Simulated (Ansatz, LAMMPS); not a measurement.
**Localised basis functions on glassy 65P2O5-35BaO (mol %) (89 atoms)**

Aim: test how closely localised support functions follow the reference on glassy 65P2O5-35BaO (mol %) (89 atoms), and at what cost. A setting counts as converged where the r.m.s. difference of forces stays under 1 % of the r.m.s. force.

Main program and level: Ansatz 0.2.0; Kohn-Sham DFT, PBE, PAW (set soft_2), plane waves.

The raw output is cut from this account; settings, times and results stay.

## Step 1: The system as given

The cell holds 89 atoms: 22 P, 6 Ba and 61 O. Cell: a = 11.103 Å, b = 11.103 Å, c = 11.103 Å, α = 90.0°, β = 90.0°, γ = 90.0°. 89 atoms (22 P, 6 Ba, 61 O) placed at random at 3.09 g/cm³, melted at 4000 K for 10 ps at fixed volume with the Morse and Coulomb pair potential with partial charges (Pedone, Malavasi, Menziani, Cormack and Segre, J. Phys. Chem. B 110, 11780 (2006)). Quenched from 4000 K to 300 K at 10 K/ps and fixed volume, held 10 ps at zero pressure.

What the set-up can't give: The quench rate of 10 K/ps is orders of magnitude faster than experiment, which tends to freeze in extra defects. The starting topology of bonds comes from the classical model, and needn't be the one that DFT or experiment would give. The Brillouin zone is sampled at Γ only, in a cell whose shortest periodic width is 11 Å. The levels lack spin–orbit coupling, which is large for the heavy elements here.

## Step 2: How the cell was made

A classical potential supplies the starting structure, since it reaches far longer times than DFT.

This step: classical MD, Morse and Coulomb pair potential with partial charges (Pedone, Malavasi, Menziani, Cormack and Segre, J. Phys. Chem. B 110, 11780 (2006)) (LAMMPS 22 Jul 2025 - Update 4).

File in.lmp:

```
# melt-quench of P22Ba6O61
units metal
atom_style charge
boundary p p p
region box block 0 11.0115 0 11.0115 0 11.0115
create_box 3 box
mass 1 30.9738   # P
mass 2 137.3270   # Ba
mass 3 15.9990   # O
create_atoms 1 random 22 717928 NULL overlap 1.5 maxtry 2000
create_atoms 2 random 6 717935 NULL overlap 1.5 maxtry 2000
create_atoms 3 random 61 717942 NULL overlap 1.5 maxtry 2000
pair_style hybrid/overlay pedone 5.5 coul/long 8.0
pair_coeff * * coul/long
pair_coeff 1 3 pedone 0.831326 2.585833 1.800790 1   # P-O
pair_coeff 2 3 pedone 0.065011 1.547596 3.393410 5   # Ba-O
pair_coeff 3 3 pedone 0.042395 1.379316 3.618701 22   # O-O
set type 1 charge 3
set type 2 charge 1.2
set type 3 charge -1.2
kspace_style pppm 1.0e-4
neigh_modify delay 0 every 1 check yes
thermo_style custom step time temp pe press density
thermo_modify norm yes
timestep 0.002
thermo 100
min_style cg
minimize 1e-4 1e-4 200 2000
reset_timestep 0
velocity all create 4000 717929 mom yes dist gaussian
fix lim all nve/limit 0.05
fix lan all langevin 4000 4000 0.2 717930 zero yes
thermo 500
run 1000 post no
# [... 7 lines left out ...]
fix md all nvt temp 4000 300 0.2
run 185000 post no
unfix md
thermo 1666
fix md all npt temp 300 300 0.2 iso 0 0 2
run 5000 post no
unfix md
write_dump all custom glass.dump id type xs ys zs modify sort id
```

Launch:

```
$ lmp -in in.lmp -log none -nocite
```

It took 65 s on 1 thread of Arm Neoverse V2, shared host; peak memory 0.07 GiB.

## Step 3: Plane-wave single point

This run is the reference for what follows, at a cutoff of 420 eV.

File input.yaml:

```yaml
crystal:
  lattice:
    - [11.10273, 0.0, 0.0]
    - [0.0, 11.10273, 0.0]
    - [0.0, 0.0, 11.10273]
  atoms:
    - { symbol: P, position: [0.33926, 0.46458, 0.25607] }
    - { symbol: P, position: [0.15334, 0.76818, 0.10785] }
    - { symbol: P, position: [0.01358, 0.92395, 0.92494] }
    - { symbol: P, position: [0.55561, 0.88807, 0.31706] }
    - { symbol: P, position: [0.76681, 0.12732, 0.65428] }
    - { symbol: P, position: [0.3946, 0.9895, 0.72318] }
    - { symbol: P, position: [0.76596, 0.4966, 0.12679] }
    - { symbol: P, position: [0.79782, 0.90949, 0.17939] }
[... 77 atom lines left out ...]
    - { symbol: O, position: [0.31184, 0.43621, 0.71963] }
    - { symbol: O, position: [0.25478, 0.80718, 0.43422] }
    - { symbol: O, position: [0.56956, 0.03908, 0.31231] }
    - { symbol: O, position: [0.41033, 0.90152, 0.31171] }
kpoints:
  mp_grid: { grid: [1, 1, 1] }
hamiltonian:
  xc: pbe
scf:
  occupations: { method: fermi_dirac, width: 0.05 }
output:
  forces: true
  stress: true
  populations: intrinsic
  dos:
    method: { smearing: { sigma: 0.1 } }
    de: 0.1
    projected: { site_lists: { Ba: [Ba], O: [O], P: [P] } }
  eigenvalues: true
  write_density: true
  write_potential: true
  volumetric_format: npy
```

Launch:

```
$ ansatz run input.yaml --threads 4 --pin off --max-ram 8192MiB --backend cpu --events-out ev --progress --plain --runs-dir out
```

Run time: 21 s. Hardware: 4 threads of Arm Neoverse V2, shared host; peak memory 1.7 GiB; 82 s of CPU time.

The program notes that the exchange-correlation potential is rough where the density is thin.

The run gave:

* free energy: -86968.5155 eV
* free energy per atom: -977.1743 eV/atom
* SCF cycles: 10
* pressure: 1.78 GPa
* r.m.s. force component: 1.42 eV/Å
* longest force: 4.933 eV/Å
* Fermi energy: 5.63 eV
* gap (highest filled to lowest empty level): 2.147 eV

The r.m.s. force component of 1.4 eV/Å sets the scale for the differences below.

## Step 4: Support functions low

With localised support functions most steps grow linearly with size, though the diagonalisation grows faster unless the density matrix is cut; this run measures error and cost at this size.

This step: Kohn-Sham DFT, PBE, PAW (set soft_2), localised support functions (low) (Ansatz 0.2.0).

input.yaml, the sections that differ from step 3:

```yaml
scf:
  occupations: { method: fermi_dirac, width: 0.05 }
  eigensolver: { kind: { support_functions: { accuracy: low } } }
  max_iter: 150
output:
  forces: true
  eigenvalues: true
# crystal, kpoints, hamiltonian: as in step 3
```

Elapsed: 1.7 min, on 4 threads; peak memory 3.3 GiB.

The program notes that the band table was not solved further than the SCF left it and it switched symmetry off.

Keys that differ from the reference: support_functions.accuracy = "low" and scf.max_iter = 150.

Forces differ from the reference by 1.2 meV/Å r.m.s., 0.085 % of their size, well within a tolerance of 1 %; the energy by -5.3 meV/atom. It took roughly 4.9 times the reference's time (one timing each, with unlike analyses asked), in 15 cycles against 10.

## Step 5: Support functions medium

The cell is solved in localised support functions. Besides, the program derives a nominal cutoff of 464 eV for this run, against the reference's 420.

This step: Kohn-Sham DFT, PBE, PAW (set soft_2), localised support functions (medium) (Ansatz 0.2.0).

input.yaml, the sections that differ from step 4:

```yaml
scf:
  occupations: { method: fermi_dirac, width: 0.05 }
  eigensolver: { kind: { support_functions: { accuracy: medium } } }
  max_iter: 150
# crystal, kpoints, hamiltonian, output: as in step 4
```

Wall time 2.7 min (4 threads); peak memory 4.9 GiB; 10 min of CPU time.

Keys that differ from the reference: support_functions.accuracy = "medium" and scf.max_iter = 150.

Forces differ from the reference by 1.0 meV/Å r.m.s., 0.073 % of their size, well within a tolerance of 1 %; the energy by -5.3 meV/atom. It took roughly 7.5 times the reference's time (one timing each, with unlike analyses asked), in 17 cycles against 10.

## Step 6: Support functions medium, spacing 0.33 Å

The grid spacing sets how fine a wave the support functions can hold. Besides, the program derives a nominal cutoff of 464 eV for this run, against the reference's 420.

input.yaml, the sections that differ from step 5:

```yaml
scf:
  occupations: { method: fermi_dirac, width: 0.05 }
  eigensolver: { kind: { support_functions: { accuracy: medium, spacing: 0.33 } } }
  max_iter: 150
# crystal, kpoints, hamiltonian, output: as in step 5
```

Elapsed: 55 s, on 4 threads; peak memory 2 GiB.

The program notes that the forces don't sum to zero within tolerance and the grid leaves an egg-box force.

Forces differ from the reference by 48 meV/Å r.m.s., 3.4 % of their size, over a tolerance of 1 %; the energy by +19 meV/atom and the gap by -0.0058 eV. It took roughly 2.6 times the reference's time (one timing each, with unlike analyses asked), in 16 cycles against 10. The setting is coarser than the default on purpose.

## Step 7: Support functions medium, spacing 0.275 Å

input.yaml, the sections that differ from step 6:

```yaml
scf:
  occupations: { method: fermi_dirac, width: 0.05 }
  eigensolver: { kind: { support_functions: { accuracy: medium, spacing: 0.275 } } }
  max_iter: 150
# crystal, kpoints, hamiltonian, output: as in step 6
```

Wall time 82 s (4 threads); peak memory 2.5 GiB; 5.3 min of CPU time.

Forces differ from the reference by 3.9 meV/Å r.m.s., 0.27 % of their size, well within a tolerance of 1 %; the energy by -8.1 meV/atom. It took roughly 3.8 times the reference's time (one timing each, with unlike analyses asked), in 16 cycles against 10. The setting is coarser than the default on purpose.

## Step 8: A run with a doubtful setting

The input is spoilt on purpose; the run shows how that looks.

This step: Kohn-Sham DFT, gga, PAW (set soft_2), plane waves (Ansatz 0.2.0).

input.yaml, the sections that differ from step 7:

```yaml
hamiltonian:
  xc: gga
scf:
  occupations: { method: fermi_dirac, width: 0.05 }
  max_iter: 100
output:
  forces: true
# crystal, kpoints: as in step 7
```

Elapsed: 0.02 s, on 4 threads; peak memory 0.022 GiB.

The input was rejected at the start.

The program's message: “Error: YAML parse error: error: line 99 column 7: hamiltonian.xc: unknown variant `gga`, expected one of `lda`, `lda-pw`, `pw92`, `pbe`, `pbesol`, `rpbe`, `revpbe`, `blyp`, `pbe0`, `revpbe0`, `b3lyp`, …”

The fault in the input: an unknown functional (hamiltonian.xc = "gga"). The fix is to type the functional by a name that the program lists.

## Step 9: All settings compared

Differences are against the plane-wave reference (Kohn-Sham DFT, PBE, PAW (set soft_2), plane waves), whose r.m.s. force component is 1.42 eV/Å. Energies are set beside the reference only for runs with its functional, potentials and electron count. Times are for 4 threads of Arm Neoverse V2, shared host. The reference's time includes the DOS, the stress and grids, which some other runs skip.

```csv
run,"Δ force, r.m.s. (meV/Å)",share of r.m.s. force (%),Δ energy (meV/atom),Δ gap (eV),cycles,time,host memory (GiB)
reference,-,-,-,-,10,21 s,1.7
support functions low,1.20,0.0847,-5.30,-3.0e-4,15,1.7 min,3.3
support functions medium,1.03,0.0729,-5.32,-9.0e-4,17,2.7 min,4.9
"support functions medium, spacing 0.33 Å",48.4,3.41,18.7,-0.0058,16,55 s,2.0
"support functions medium, spacing 0.275 Å",3.86,0.272,-8.11,-5.0e-4,16,82 s,2.5
```

## Step 10: The reference in detail

With the settings judged, the reference run is read for its physics.

Neighbours are counted within 2.02 Å (O-P), 3.38 Å (O-Ba).

Length of the force by element and coordination:

```csv
element,coordination,atoms,mean length of the force (eV/Å),spread,least,most
Ba,all,6,1.06,0.447,0.467,1.74
Ba,4,1,1.74,0,1.74,1.74
Ba,5,1,0.525,0,0.525,0.525
Ba,6,3,0.924,0.335,0.467,1.26
Ba,8,1,1.30,0,1.30,1.30
O,all,61,1.83,0.911,0.356,3.91
O,1,7,0.982,0.356,0.512,1.54
O,2,45,1.85,0.821,0.356,3.26
O,3,9,2.37,1.14,0.981,3.91
P,all,22,3.34,1.16,1.39,4.93
P,4,21,3.4,1.16,1.39,4.93
P,5,1,2.08,0,2.08,2.08
```

Intrinsic-atomic-orbital charges by element and coordination:

```csv
element,coordination,atoms,mean charge (e),spread,least,most
Ba,all,6,1.80,0.0065,1.79,1.81
Ba,4,1,1.80,0,1.80,1.80
Ba,5,1,1.81,0,1.81,1.81
Ba,6,3,1.80,0.0036,1.79,1.80
Ba,8,1,1.79,0,1.79,1.79
O,all,61,-0.967,0.103,-1.19,-0.823
O,1,7,-1.01,0.0313,-1.07,-0.965
O,2,45,-0.934,0.0956,-1.12,-0.823
O,3,9,-1.10,0.0439,-1.19,-1.01
P,all,22,2.19,0.0415,2.10,2.30
P,4,21,2.19,0.0422,2.10,2.30
P,5,1,2.17,0,2.17,2.17
```

Density of states as counts of states in windows of 1 eV (from the Fermi level), total and the larger projections:

```csv
from (eV),to (eV),total,O p,P p,O s,Ba p
-14,-13,27.1,7.6,2.2,0.9,15.3
-13,-12,19.1,9.2,3.0,0.5,5.6
-12,-11,9.7,6.7,2.5,0.2,0.0
-11,-10,3.6,2.4,0.8,0.2,0.0
-10,-9,2.5,1.8,0.3,0.2,0.0
-9,-8,28.2,21.4,2.8,2.8,0.1
-8,-7,41.4,33.1,3.0,3.5,0.2
-7,-6,46.8,39.5,2.6,2.7,0.2
-6,-5,46.4,40.7,1.9,2.0,0.2
-5,-4,45.3,40.9,1.9,1.0,0.1
-4,-3,52.0,48.0,1.8,0.6,0.1
-3,-2,33.0,31.3,0.7,0.2,0.0
-2,-1,16.2,15.5,0.3,0.0,0.0
-1,0,0.2,0.2,0.0,0.0,0.0
0,1,0.5,0.1,0.1,0.1,0.0
1,2,6.5,0.5,0.4,0.6,0.0
2,3,18.0,1.2,1.8,1.5,0.0
3,4,29.5,1.7,3.6,1.6,0.0
4,5,36.6,2.9,7.1,2.4,0.0
```

Between -26 and -14 eV lie 152 more states.

The levels nearest the highest filled one (over half full), pooled over k-points and spins:

```csv
level less the highest filled one (eV),occupation
-0.699,2
-0.67,2
-0.589,2
-0.398,2
-0.313,2
0,2
2.15,0
2.72,0
2.99,0
3.09,0
3.22,0
3.34,0
```

Electrostatic potential energy in the ac plane at fractional y = 0.567, with atoms of P and Ba and O within 0.2 Å of it. With pseudopotentials it is smooth inside the atoms' cores, unlike the true potential.

Ten even steps from '_' (-43 eV) to '@' (11 eV), each cell a mean:
```
@@@@@@@@@@@@@@@@@@##**##%%@@@@@@@@@@@@%%##++::--##@@@@@@@@@@@@
++##@@@@@@@@@@@@##::__::##@@@@@@@@@@%%**::..--**%%@@@@@@@@%%++
__==@@@@@@@@@@@@**..__::%%@@@@@@++--==::______==%%@@@@@@@@**..
--##@@@@@@@@@@@@%%##**%%@@@@@@##::__..--____..++%%@@@@@@@@%%==
%%@@@@@@@@@@@@@@@@@@@@@@@@@@@@@@++--==##++++--::==%%@@@@@@@@@@
@@@@@@@@@@@@@@@@@@@@@@@@@@@@@@@@@@@@@@@@@@%%++::==%%@@@@@@@@@@
@@@@@@@@@@@@@@@@@@@@@@@@@@@@@@@@@@@@@@@@@@@@@@%%%%@@@@@@@@@@@@
@@@@@@@@%%%%%%%%@@@@@@@@@@@@@@@@@@@@@@@@@@@@@@@@%%%%%%%%%%@@@@
@@@@%%##**++**##%%%%@@@@@@@@@@@@@@@@@@@@@@@@%%%%**++==++**%%%%
%%%%##++::..::--**%%%%@@@@@@@@@@@@@@@@@@@@%%%%**==::....--**%%
%%%%**--..____..==##%%%%@@@@@@@@@@@@@@@@@@@@%%**--..__..--**%%
%%%%**--..____::++##%%@@@@@@@@@@@@@@%%%%@@@@%%##==::..::==##%%
@@%%%%**==::--==##%%%%@@@@@@@@@@@@##::..==@@@@%%##**++**##%%%%
%%%%%%%%########%%%%@@@@@@@@@@@@@@**..__--%%@@@@%%%%%%%%%%@@@@
----##@@@@%%%%@@@@@@@@@@@@@@@@%%##**====##@@@@@@@@@@@@@@@@@@**
____==@@@@@@@@@@@@@@@@@@@@@@%%##==____--##%%@@@@@@@@@@@@@@@@==
::::**%%@@@@@@@@%%%%%%%%%%%%**++::____..**%%@@@@@@@@@@@@@@%%**
....==##@@@@@@++::--##%%%%%%****++::::--::::++%%@@@@@@@@%%##==
____..**%%@@%%::__..**%%@@@@@@%%%%####++____..##%%%%%%****++..
____--##%%@@@@**==++%%@@@@@@@@@@@@@@@@%%==::==****##==....==--
****##%%@@@@@@@@@@@@@@@@@@@@@@@@@@@@@@@@%%##**====**==..::++##
%%%%@@@@@@@@@@@@@@@@@@@@@@@@@@@@@@@@@@@@@@%%##++++##%%##%%@@@@
@@@@@@@@@@@@@@@@@@@@@@@@@@@@@@@@@@@@@@@@@@##++++##%%@@@@@@@@@@
@@@@@@@@@@@@@@@@@@@@@@@@@@@@@@@@@@@@@@@@%%++....++@@@@@@@@@@@@
```
Columns run along a (11.1 Å; values clipped at the 3rd and 97th percentile), rows up along c (11.1 Å). Atoms in or near the plane, at fractional coordinates: P at (0.02, 0.22), P at (0.68, 0.88), Ba at (0.18, 0.54), O at (0.68, 0.22), O at (0.27, 0.23), O at (0.61, 0.44), O at (0.55, 0.84), O at (0.33, 0.91), O at (0.02, 0.35).

[end of part 1 of 2]

[Long decimals in the printed logs are rounded to 6 places.]

[Logs are printed without paths, hosts, clocks, repeated set-up lines and the standing remarks that a program may print on its own settings, such as how far it seeks lower states.]

[Hosts, paths, dates, database ids (printed as entryN), source tags and the programs' standing remarks are cut or masked in the printed files.]
